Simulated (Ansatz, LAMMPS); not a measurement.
# Structural relaxation of amorphous HfO2 at 7.99 g/cm^3 (78 atoms), part 3 of 4

Wanted: the relaxed structure of amorphous HfO2 at 7.99 g/cm^3 (78 atoms) and its electronic structure.

Ansatz 0.2.0; Kohn-Sham DFT, PBE, PAW (set soft_2), plane waves.

The cell: 26 Hf and 52 O. The quench rate of 50 K/ps is many orders above laboratory rates. The network of bonds at the start is that of the classical potential that made the cell. Only the Γ point is sampled in the main run, in a cell whose shortest periodic width is 10 Å. No spin–orbit coupling is included.

So far. Step 4 (Relaxation): The relaxation changed the energy by -37.9 meV/atom, and atoms moved by 0.21 Å r.m.s., 0.51 Å at most.

## (6) Single point at the relaxed geometry

One more single point at the end of the walk gives the fuller output and checks the residual forces.

input.yaml

```yaml
crystal:
  lattice:
    - [10.4384, 0.0, 0.0]
    - [0.0, 10.4384, 0.0]
    - [0.0, 0.0, 10.4384]
  atoms:
    - { symbol: Hf, position: [0.48522, 0.5326, 0.50171] }
    - { symbol: Hf, position: [0.60234, 0.30069, 0.69763] }
    - { symbol: Hf, position: [0.96096, 0.18525, 0.09897] }
    - { symbol: Hf, position: [0.49971, 0.57051, 0.82958] }
    - { symbol: Hf, position: [0.32593, 0.92683, 0.66361] }
    - { symbol: Hf, position: [0.67063, 0.36301, 0.29336] }
    - { symbol: Hf, position: [0.18983, 0.02482, 0.35489] }
    - { symbol: Hf, position: [0.59461, 0.14904, 0.05547] }
    - { symbol: Hf, position: [0.68109, 0.98431, 0.73524] }
    - { symbol: Hf, position: [0.82483, 0.03192, 0.33213] }
    - { symbol: Hf, position: [0.46228, 0.85331, 0.30762] }
    - { symbol: Hf, position: [0.79197, 0.60913, 0.64523] }
    - { symbol: Hf, position: [0.27696, 0.3139, 0.98166] }
    - { symbol: Hf, position: [0.15793, 0.3891, 0.32863] }
    - { symbol: Hf, position: [0.098, 0.09353, 0.81823] }
    - { symbol: Hf, position: [0.42872, 0.54274, 0.13609] }
    - { symbol: Hf, position: [0.26088, 0.27878, 0.60356] }
    - { symbol: Hf, position: [0.76591, 0.46781, 0.99211] }
    - { symbol: Hf, position: [0.53305, 0.13152, 0.45118] }
    - { symbol: Hf, position: [0.1742, 0.6641, 0.50232] }
    - { symbol: Hf, position: [0.30677, 0.85785, 0.01551] }
    - { symbol: Hf, position: [0.89872, 0.24904, 0.56754] }
    - { symbol: Hf, position: [0.7931, 0.68258, 0.28429] }
    - { symbol: Hf, position: [0.9568, 0.86896, 0.57029] }
    - { symbol: Hf, position: [0.63055, 0.7967, 0.03125] }
    - { symbol: Hf, position: [0.94925, 0.8369, 0.94231] }
    - { symbol: O, position: [0.95119, 0.17667, 0.73551] }
    - { symbol: O, position: [0.59199, 0.59555, 0.02057] }
    - { symbol: O, position: [0.52892, 0.95298, 0.08908] }
    - { symbol: O, position: [0.78187, 0.39238, 0.64109] }
    - { symbol: O, position: [0.54944, 0.20321, 0.27268] }
    - { symbol: O, position: [0.29073, 0.47271, 0.49858] }
    - { symbol: O, position: [0.24969, 0.20894, 0.39593] }
    - { symbol: O, position: [0.13154, 0.18933, 0.00088] }
    - { symbol: O, position: [0.13046, 0.79161, 0.9985] }
    - { symbol: O, position: [0.37798, 0.72218, 0.15692] }
    - { symbol: O, position: [0.99367, 0.66758, 0.58321] }
    - { symbol: O, position: [0.63888, 0.3382, 0.09589] }
    - { symbol: O, position: [0.73747, 0.8856, 0.89568] }
    - { symbol: O, position: [0.4169, 0.70661, 0.42263] }
    - { symbol: O, position: [0.38505, 0.98341, 0.44949] }
    - { symbol: O, position: [0.97425, 0.01754, 0.97445] }
    - { symbol: O, position: [0.13794, 0.85893, 0.46082] }
    - { symbol: O, position: [0.01187, 0.90413, 0.75644] }
    - { symbol: O, position: [0.87121, 0.8403, 0.37185] }
    - { symbol: O, position: [0.68389, 0.13712, 0.60178] }
    - { symbol: O, position: [0.82128, 0.5977, 0.84022] }
    - { symbol: O, position: [0.78261, 0.82138, 0.64163] }
    - { symbol: O, position: [0.88298, 0.32309, 0.99045] }
    - { symbol: O, position: [0.63413, 0.14334, 0.85469] }
    - { symbol: O, position: [0.45512, 0.7611, 0.91237] }
    - { symbol: O, position: [0.83162, 0.75589, 0.08652] }
    - { symbol: O, position: [0.62862, 0.97774, 0.37447] }
    - { symbol: O, position: [0.11157, 0.57471, 0.34549] }
    - { symbol: O, position: [0.02603, 0.3151, 0.225] }
    - { symbol: O, position: [0.57654, 0.34995, 0.48559] }
    - { symbol: O, position: [0.27283, 0.96837, 0.85193] }
    - { symbol: O, position: [0.78798, 0.50487, 0.19349] }
    - { symbol: O, position: [0.19551, 0.0799, 0.63061] }
    - { symbol: O, position: [0.7803, 0.09992, 0.14857] }
    - { symbol: O, position: [0.2192, 0.27789, 0.79144] }
    - { symbol: O, position: [0.28103, 0.41078, 0.16704] }
    - { symbol: O, position: [0.28107, 0.74381, 0.65182] }
    - { symbol: O, position: [0.51365, 0.93105, 0.69068] }
    - { symbol: O, position: [0.59339, 0.61863, 0.65589] }
    - { symbol: O, position: [0.62565, 0.42038, 0.85242] }
    - { symbol: O, position: [0.79755, 0.2331, 0.38366] }
    - { symbol: O, position: [0.43529, 0.19283, 0.61693] }
    - { symbol: O, position: [0.74141, 0.58928, 0.44525] }
    - { symbol: O, position: [0.01937, 0.05458, 0.26221] }
    - { symbol: O, position: [0.51888, 0.49509, 0.29891] }
    - { symbol: O, position: [0.41673, 0.20215, 0.00965] }
    - { symbol: O, position: [0.365, 0.49103, 0.9474] }
    - { symbol: O, position: [0.06756, 0.32947, 0.52099] }
    - { symbol: O, position: [0.29344, 0.94596, 0.21163] }
    - { symbol: O, position: [0.62556, 0.75773, 0.23449] }
    - { symbol: O, position: [0.44121, 0.4346, 0.68802] }
    - { symbol: O, position: [0.91959, 0.05097, 0.50884] }
kpoints:
  mp_grid: { grid: [1, 1, 1] }
hamiltonian:
  xc: pbe
scf:
  occupations: { method: fermi_dirac, width: 0.025 }
output:
  forces: true
  stress: true
  populations: true
  dos:
    method: { smearing: { sigma: 0.08 } }
    de: 0.05
    projected: { site_lists: { Hf: [Hf], O: [O] } }
  eigenvalues: true
  write_density: true
  write_potential: true
  volumetric_format: npy
```

Run with:

```
> ansatz run input.yaml --threads 4 --pin off --max-ram 8192MiB --backend cpu --events-out ev --progress --plain --runs-dir out
```

Numbers of over 12 decimals in the logs are rounded to 6 here.

Output:

```text
[...]
Crystal: 78 atoms, lattice volume = 1137.370 Å³
Basis set: ecut = 420 eV, 22143 PW (Γ), exchange–correlation on 144×144×144 points (8 copies of the dense FFT grid, shifted against one another)
Bands: 593, of which v1, the nominal top of the filled ones, is band 494 counted from 1 (493 counted from 0)
Symmetry: 1 space group operations
[...]
k-points: 1
[...]
SCF iter   1: F=—  HF=-438387.212493 eV  |F-HF|=—  |Δ(HF+E_count)|=         —  Δρ=3.75e-3  dr2=1.79e-1  ethr=1.77e-3  ⟨swp⟩=5.0  Hψ=1836  notcnv=0  defer=66
[...]
SCF iter  11: F=-438387.205152 eV  HF=-438387.205152 eV  |F-HF|=1.44e-8  |Δ(HF+E_count)|=   1.05e-7  Δρ=2.14e-6  dr2=6.49e-8  ethr=1.01e-11  ⟨swp⟩=14.0  Hψ=4840  notcnv=0
SCF 1 converged in 11 iterations: F = -438387.205152 eV  dr2 = 6.49e-8
[...]
WARN: The input density's exchange-correlation potential varies sharply where the density is thin. Do not read a vacuum level from v_tot or v_xc, or from such a field of the output density. On a cell that repeats whose density bears no net charge and no dipole along the vacuum's axis use v_es (v_loc + v_h of the components); [...]
SCF converged after 11 iterations
Free energy (F): -438387.205152 eV
[...]
Internal energy: -438387.205152 eV  (E = F + TS)
E sigma→0 (E₀):  -438387.205152 eV
Fermi energy:    11.839147 eV
[...]
--- Forces (eV/Å), atoms counted from 1 ---
  atom   1  Hf     0.00483311     0.00630633    -0.00732912
  atom   2  Hf     0.01150928     0.02262414    -0.01598862
  atom   3  Hf    -0.01529183     0.02423573    -0.01238640
  atom   4  Hf     0.00375795     0.00686855     0.01530170
  atom   5  Hf    -0.00731682     0.00514031     0.00576773
  atom   6  Hf     0.01662269     0.00275119    -0.01704812
  atom   7  Hf     0.00159219    -0.00343647     0.00760963
  atom   8  Hf     0.00032397     0.00679547     0.00388774
  atom   9  Hf     0.00875165    -0.00504980    -0.00732069
  atom  10  Hf    -0.00868017    -0.00516058     0.00829957
  atom  11  Hf     0.01712130    -0.02341645    -0.00086769
  atom  12  Hf    -0.00047060    -0.02661719     0.00694976
  atom  13  Hf    -0.00287676    -0.00773970    -0.00179497
  atom  14  Hf    -0.00619812    -0.01203975     0.01115822
[...]
atom  77  O     -0.01077620     0.00946405    -0.01764835
  atom  78  O     -0.00775531     0.00459981    -0.00804176
  max |Σ_I F_I| component: 1.27e-4 eV/Å
--- Stress (GPa, compression-positive) ---
       -6.511537      -1.359759      -0.994223
       -1.359759      -7.667127       0.286976
       -0.994223       0.286976      -6.998731
  P = ⅓ Tr σ = -7.0591 GPa (-70.591 kbar)
--- Band table (eV) ---
[...]
--- Löwdin populations: 78 sites ---
  site symbol       q [e]
     0     Hf     24.5265
     1     Hf     24.5300
     2     Hf     24.5669
[...]
77      O      6.6707
  spilling = 0.002730 (of n_electrons = 988.000000)
```

Run time: 30 s. Hardware: 4 threads of AMD EPYC 7B13 (Zen 3), shared host; peak memory 2 GiB.

The program notes that the exchange-correlation potential is rough where the density is thin.

Read from the output:

| Item | Value |
| --- | --- |
| free energy | -438387.2052 eV |
| free energy per atom | -5620.3488 eV/atom |
| SCF cycles | 11 |
| pressure | -7.059 GPa |
| r.m.s. force component | 0.01056 eV/Å |
| longest force | 0.03803 eV/Å |
| Fermi energy | 11.84 eV |
| gap (highest filled to lowest empty level) | 3.943 eV |
| spilling of the projection | 0.00273 |

Löwdin charges by element and coordination (they lack the spilled electrons, 0.035 e an atom on average):

| element | coordination | atoms | mean charge (e) | spread | least | most |
| --- | --- | --- | --- | --- | --- | --- |
| Hf | all | 26 | 1.47 | 0.0339 | 1.39 | 1.53 |
| Hf | 5 | 7 | 1.49 | 0.0134 | 1.48 | 1.52 |
| Hf | 6 | 14 | 1.46 | 0.0408 | 1.39 | 1.53 |
| Hf | 7 | 5 | 1.47 | 0.0127 | 1.45 | 1.48 |
| O | all | 52 | -0.684 | 0.0358 | -0.756 | -0.578 |
| O | 2 | 9 | -0.652 | 0.0505 | -0.756 | -0.578 |
| O | 3 | 36 | -0.688 | 0.0289 | -0.740 | -0.627 |
| O | 4 | 7 | -0.702 | 0.0159 | -0.729 | -0.685 |

States in the cell by windows of 1 eV, zero at the Fermi level; the larger projections on atomic orbitals stand beside the total:

| from (eV) | to (eV) | total | O p | Hf d |
| --- | --- | --- | --- | --- |
| -10 | -7 | 0.0 | 0.0 | 0.0 |
| -7 | -6 | 29.0 | 20.3 | 6.2 |
| -6 | -5 | 67.5 | 48.6 | 15.4 |
| -5 | -4 | 68.5 | 53.8 | 11.4 |
| -4 | -3 | 75.8 | 65.4 | 7.5 |
| -3 | -2 | 68.3 | 63.0 | 3.7 |
| -2 | -1 | 2.8 | 2.7 | 0.1 |
| -1 | 1 | 0.0 | 0.0 | 0.0 |
| 1 | 2 | 1.4 | 0.1 | 0.8 |
| 2 | 3 | 37.4 | 3.5 | 30.3 |
| 3 | 4 | 63.3 | 7.8 | 49.1 |
| 4 | 5 | 58.5 | 9.2 | 40.4 |

Between -26 and -10 eV lie 468 more states.

About 208 of the 988 electrons lie in deeper levels, below the stored range.

The levels nearest the highest filled one (over half full), pooled over k-points and spins:

| level less the highest filled one (eV) | occupation |
| --- | --- |
| -0.218 | 2 |
| -0.21 | 2 |
| -0.142 | 2 |
| -0.116 | 2 |
| -0.0127 | 2 |
| 0 | 2 |
| 3.94 | 0 |
| 4.10 | 0 |
| 4.19 | 0 |
| 4.27 | 0 |
| 4.35 | 0 |
| 4.46 | 0 |

Valence density in the bc plane at fractional x = 0.780, with atoms of Hf and O within 0.2 Å of it. It is the smooth field of the valence electrons, not physical close to the nuclei.

Ten steps, logarithmic in the rise over the least value, from '0' (0 e/Å³) to '9' (25 e/Å³), each cell a mean:
```
00000000011479963000000112210
00000000001246642210000134431
00000000000012223432000135531
00000000000000124552100123321
00000000000000023442100011111
11000000000000012221000000012
21000000012321013553111222112
10000000124653137986323564211
00011100135764247997324675210
00011111124543125775213553100
00011111111211012332001221000
00000011000000012321000000000
00000122100000124542000000000
11111355310000125542100011000
55422466520000013332211111113
78632355421000001246652111125
77631122211101111379974110014
44321000001112332379973100002
12332100000124664246642000000
14665200000025664211221100000
14675200000013442101233210000
12443100000012321001244310000
01111000001256641001234310000
00000000111489973000122110000
```
Columns run along b (10.4 Å), rows up along c (10.4 Å). Atoms in or near the plane, at fractional coordinates: Hf at (0.61, 0.65), Hf at (0.47, 0.99), Hf at (0.68, 0.28), O at (0.39, 0.64), O at (0.82, 0.64), O at (0.50, 0.19), O at (0.10, 0.15), O at (0.23, 0.38).

Electrostatic potential energy in the bc plane at fractional x = 0.780, with atoms of Hf and O within 0.2 Å of it. With pseudopotentials it is smooth inside the atoms' cores, unlike the true potential.

Values in eV, 13 rows by 16 columns, each cell a mean:
```
 16  16  16  16  16  12 -11 -26 -18   7  15  15  13   9   3  15
 14  16  16  16  16  15  10   5   7  -6   7  16  15   4 -12  11
  7  12  16  16  16  16  16  15  13  -4   6  15  16  15  11   6
  2  10  14  14  14  13   7  13   5 -12 -10   8  11   6   9   1
  9  13  14  11  11  -6 -28  -1  -8 -28 -27  -2 -12 -27   4   9
 15  15  13   9   8   9   3  12   5 -11  -9   8  10   4  13  14
 13  14  14  12  11  14  16  16  12  -5   8  15  16  16  15  14
 -6   0  10 -16  -9  13  13  15  11 -11   3   9  13  15  14   5
-29 -19   6  -8  -4   7   7  12  14   4 -19 -21   0  13  11  -9
-10  -2  11  14  12   6   7   5  -1  -1 -26 -27  -5  12  12   2
  8 -19  -5  15  14  12  13 -12 -26   5   1   0   9  14  14  14
 12 -13  -2  15  15  14  10   2   3  13  14   6  -4  13  15  16
 16  15  14  15  16  12 -11 -26 -19   6  14  12   7  12  14  16
```
Columns run along b (10.4 Å; values clipped at the 3rd and 97th percentile), rows up along c (10.4 Å). Atoms in or near the plane, at fractional coordinates: Hf at (0.61, 0.65), Hf at (0.47, 0.99), Hf at (0.68, 0.28), O at (0.39, 0.64), O at (0.82, 0.64), O at (0.50, 0.19), O at (0.10, 0.15), O at (0.23, 0.38).

Mean Löwdin charges: Hf +1.47, O -0.68 e. The largest share in the top eV of filled states is O p (93 % of the projected weight), and in the lowest eV of empty states Hf d (82 % of the projected weight).

A closer look about O64, which has 2 bonded neighbours where the commonest count for O is 3: 14 atoms, nearest first, numbered in the order of the input, with positions taken from that point.

| atom | x | y | z | distance (Å) | bonds | Löwdin charge (e) |
| --- | --- | --- | --- | --- | --- | --- |
| O64 | 0.00 | 0.00 | 0.00 | 0.00 | 2 | -0.58 |
| Hf9 | 1.75 | 0.56 | 0.47 | 1.89 | 5 | 1.48 |
| Hf5 | -1.96 | -0.04 | -0.28 | 1.98 | 5 | 1.48 |
| O41 | -1.34 | 0.55 | -2.52 | 2.91 | 4 | -0.71 |
| O46 | 1.78 | 2.15 | -0.93 | 2.94 | 4 | -0.69 |
| O68 | -0.82 | 2.73 | -0.77 | 2.95 | 3 | -0.68 |
| O51 | -0.61 | -1.77 | 2.31 | 2.98 | 3 | -0.72 |
| O57 | -2.51 | 0.39 | 1.68 | 3.05 | 3 | -0.70 |
| O50 | 1.26 | 2.22 | 1.71 | 3.07 | 3 | -0.72 |
| O48 | 2.81 | -1.14 | -0.51 | 3.07 | 3 | -0.69 |
| O63 | -2.43 | -1.95 | -0.41 | 3.14 | 2 | -0.70 |
| O39 | 2.34 | -0.47 | 2.14 | 3.20 | 3 | -0.68 |
| Hf19 | 0.20 | 2.09 | -2.50 | 3.27 | 6 | 1.42 |
| O65 | 0.83 | -3.26 | -0.36 | 3.39 | 3 | -0.67 |

The column of bonds counts only the pairs O-Hf within 2.82 Å; other neighbours, such as metal atoms beside each other in a compound, aren't counted, and periodic images can show an atom twice.

## (7) K-mesh 2×2×2

A denser mesh tests the sampling of the Brillouin zone.

input.yaml, as its differences from that of step 6:

```diff
@@ -8,3 +8,3 @@
 kpoints:
-  mp_grid: { grid: [1, 1, 1] }
+  mp_grid: { grid: [2, 2, 2] }
 hamiltonian:
@@ -22,4 +22 @@
   eigenvalues: true
-  write_density: true
-  write_potential: true
-  volumetric_format: npy
```

Output:

```text
[...]
Crystal: 78 atoms, lattice volume = 1137.370 Å³
Basis set: ecut = 420 eV, 22143 PW (Γ), exchange–correlation on 144×144×144 points (8 copies of the dense FFT grid, shifted against one another)
Bands: 593, of which v1, the nominal top of the filled ones, is band 494 counted from 1 (493 counted from 0)
Symmetry: 1 space group operations
[...]
k-points: 8
[...]
SCF iter   1: F=—  HF=-438387.352569 eV  |F-HF|=—  |Δ(HF+E_count)|=         —  Δρ=3.71e-3  dr2=1.74e-1  ethr=1.77e-3  ⟨swp⟩=4.4  Hψ=14693  notcnv=0  defer=512
[...]
SCF iter  10: F=—  HF=-438387.345392 eV  |F-HF|=—  |Δ(HF+E_count)|=   2.64e-7  Δρ=7.17e-6  dr2=5.71e-7  ethr=8.21e-11  ⟨swp⟩=2.0  Hψ=7947  notcnv=0  defer=749
SCF iter  11: F=-438387.345392 eV  HF=-438387.345392 eV  |F-HF|=1.42e-8  |Δ(HF+E_count)|=   9.84e-8  Δρ=2.13e-6  dr2=6.38e-8  ethr=1.01e-11  ⟨swp⟩=9.9  Hψ=23481  notcnv=0
SCF 1 converged in 11 iterations: F = -438387.345392 eV  dr2 = 6.38e-8
[...]
SCF converged after 11 iterations
Free energy (F): -438387.345392 eV
[...]
Internal energy: -438387.345392 eV  (E = F + TS)
E sigma→0 (E₀):  -438387.345392 eV
Fermi energy:    11.861765 eV
[...]
Σ components = -438387.345392   (vs F -438387.345392, Δ=0.00e0)
--- Forces (eV/Å), atoms counted from 1 ---
  atom   1  Hf     0.03907326    -0.03064230    -0.00518620
  atom   2  Hf     0.01972586     0.01647091    -0.02298417
  atom   3  Hf    -0.00804284     0.03998153    -0.00715995
  atom   4  Hf    -0.02191679     0.00402330     0.03779659
[...]
atom  78  O     -0.01845411     0.01746458     0.00440804
  max |Σ_I F_I| component: 1.27e-4 eV/Å
--- Stress (GPa, compression-positive) ---
       -6.517265      -1.346231      -1.003392
       -1.346231      -7.663170       0.288345
       -1.003392       0.288345      -6.955469
  P = ⅓ Tr σ = -7.0453 GPa (-70.453 kbar)
--- Band table (eV; the first three rows and the last of 8) ---
[...]
--- Löwdin populations: 78 sites ---
  site symbol       q [e]
     0     Hf     24.5221
     1     Hf     24.5273
     2     Hf     24.5705
[...]
77      O      6.6694
  spilling = 0.002738 (of n_electrons = 988.000000)
```

Run time: 4.5 min. Hardware: 4 threads; peak memory 6.2 GiB; 17 min of CPU time.

The program notes that it cut back its work space to fit the memory limit.

Geometry and reference: those of the single point at the relaxed geometry.

Forces differ from those of the single point at the relaxed geometry by 17 meV/Å r.m.s.; the energy by -1.8 meV/atom and the gap by -0.022 eV. It took 4.5 min and 11 cycles; the reference's time can't be set against it, since the two runs asked for unlike analyses.

[end of part 3 of 4]

[Logs are printed without paths, hosts, clocks, repeated set-up lines and the standing remarks that a program may print on its own settings, such as how far it seeks lower states.]

[Hosts, paths, dates, database ids (printed as entryN), source tags and the programs' standing remarks are cut or masked in the printed files.]
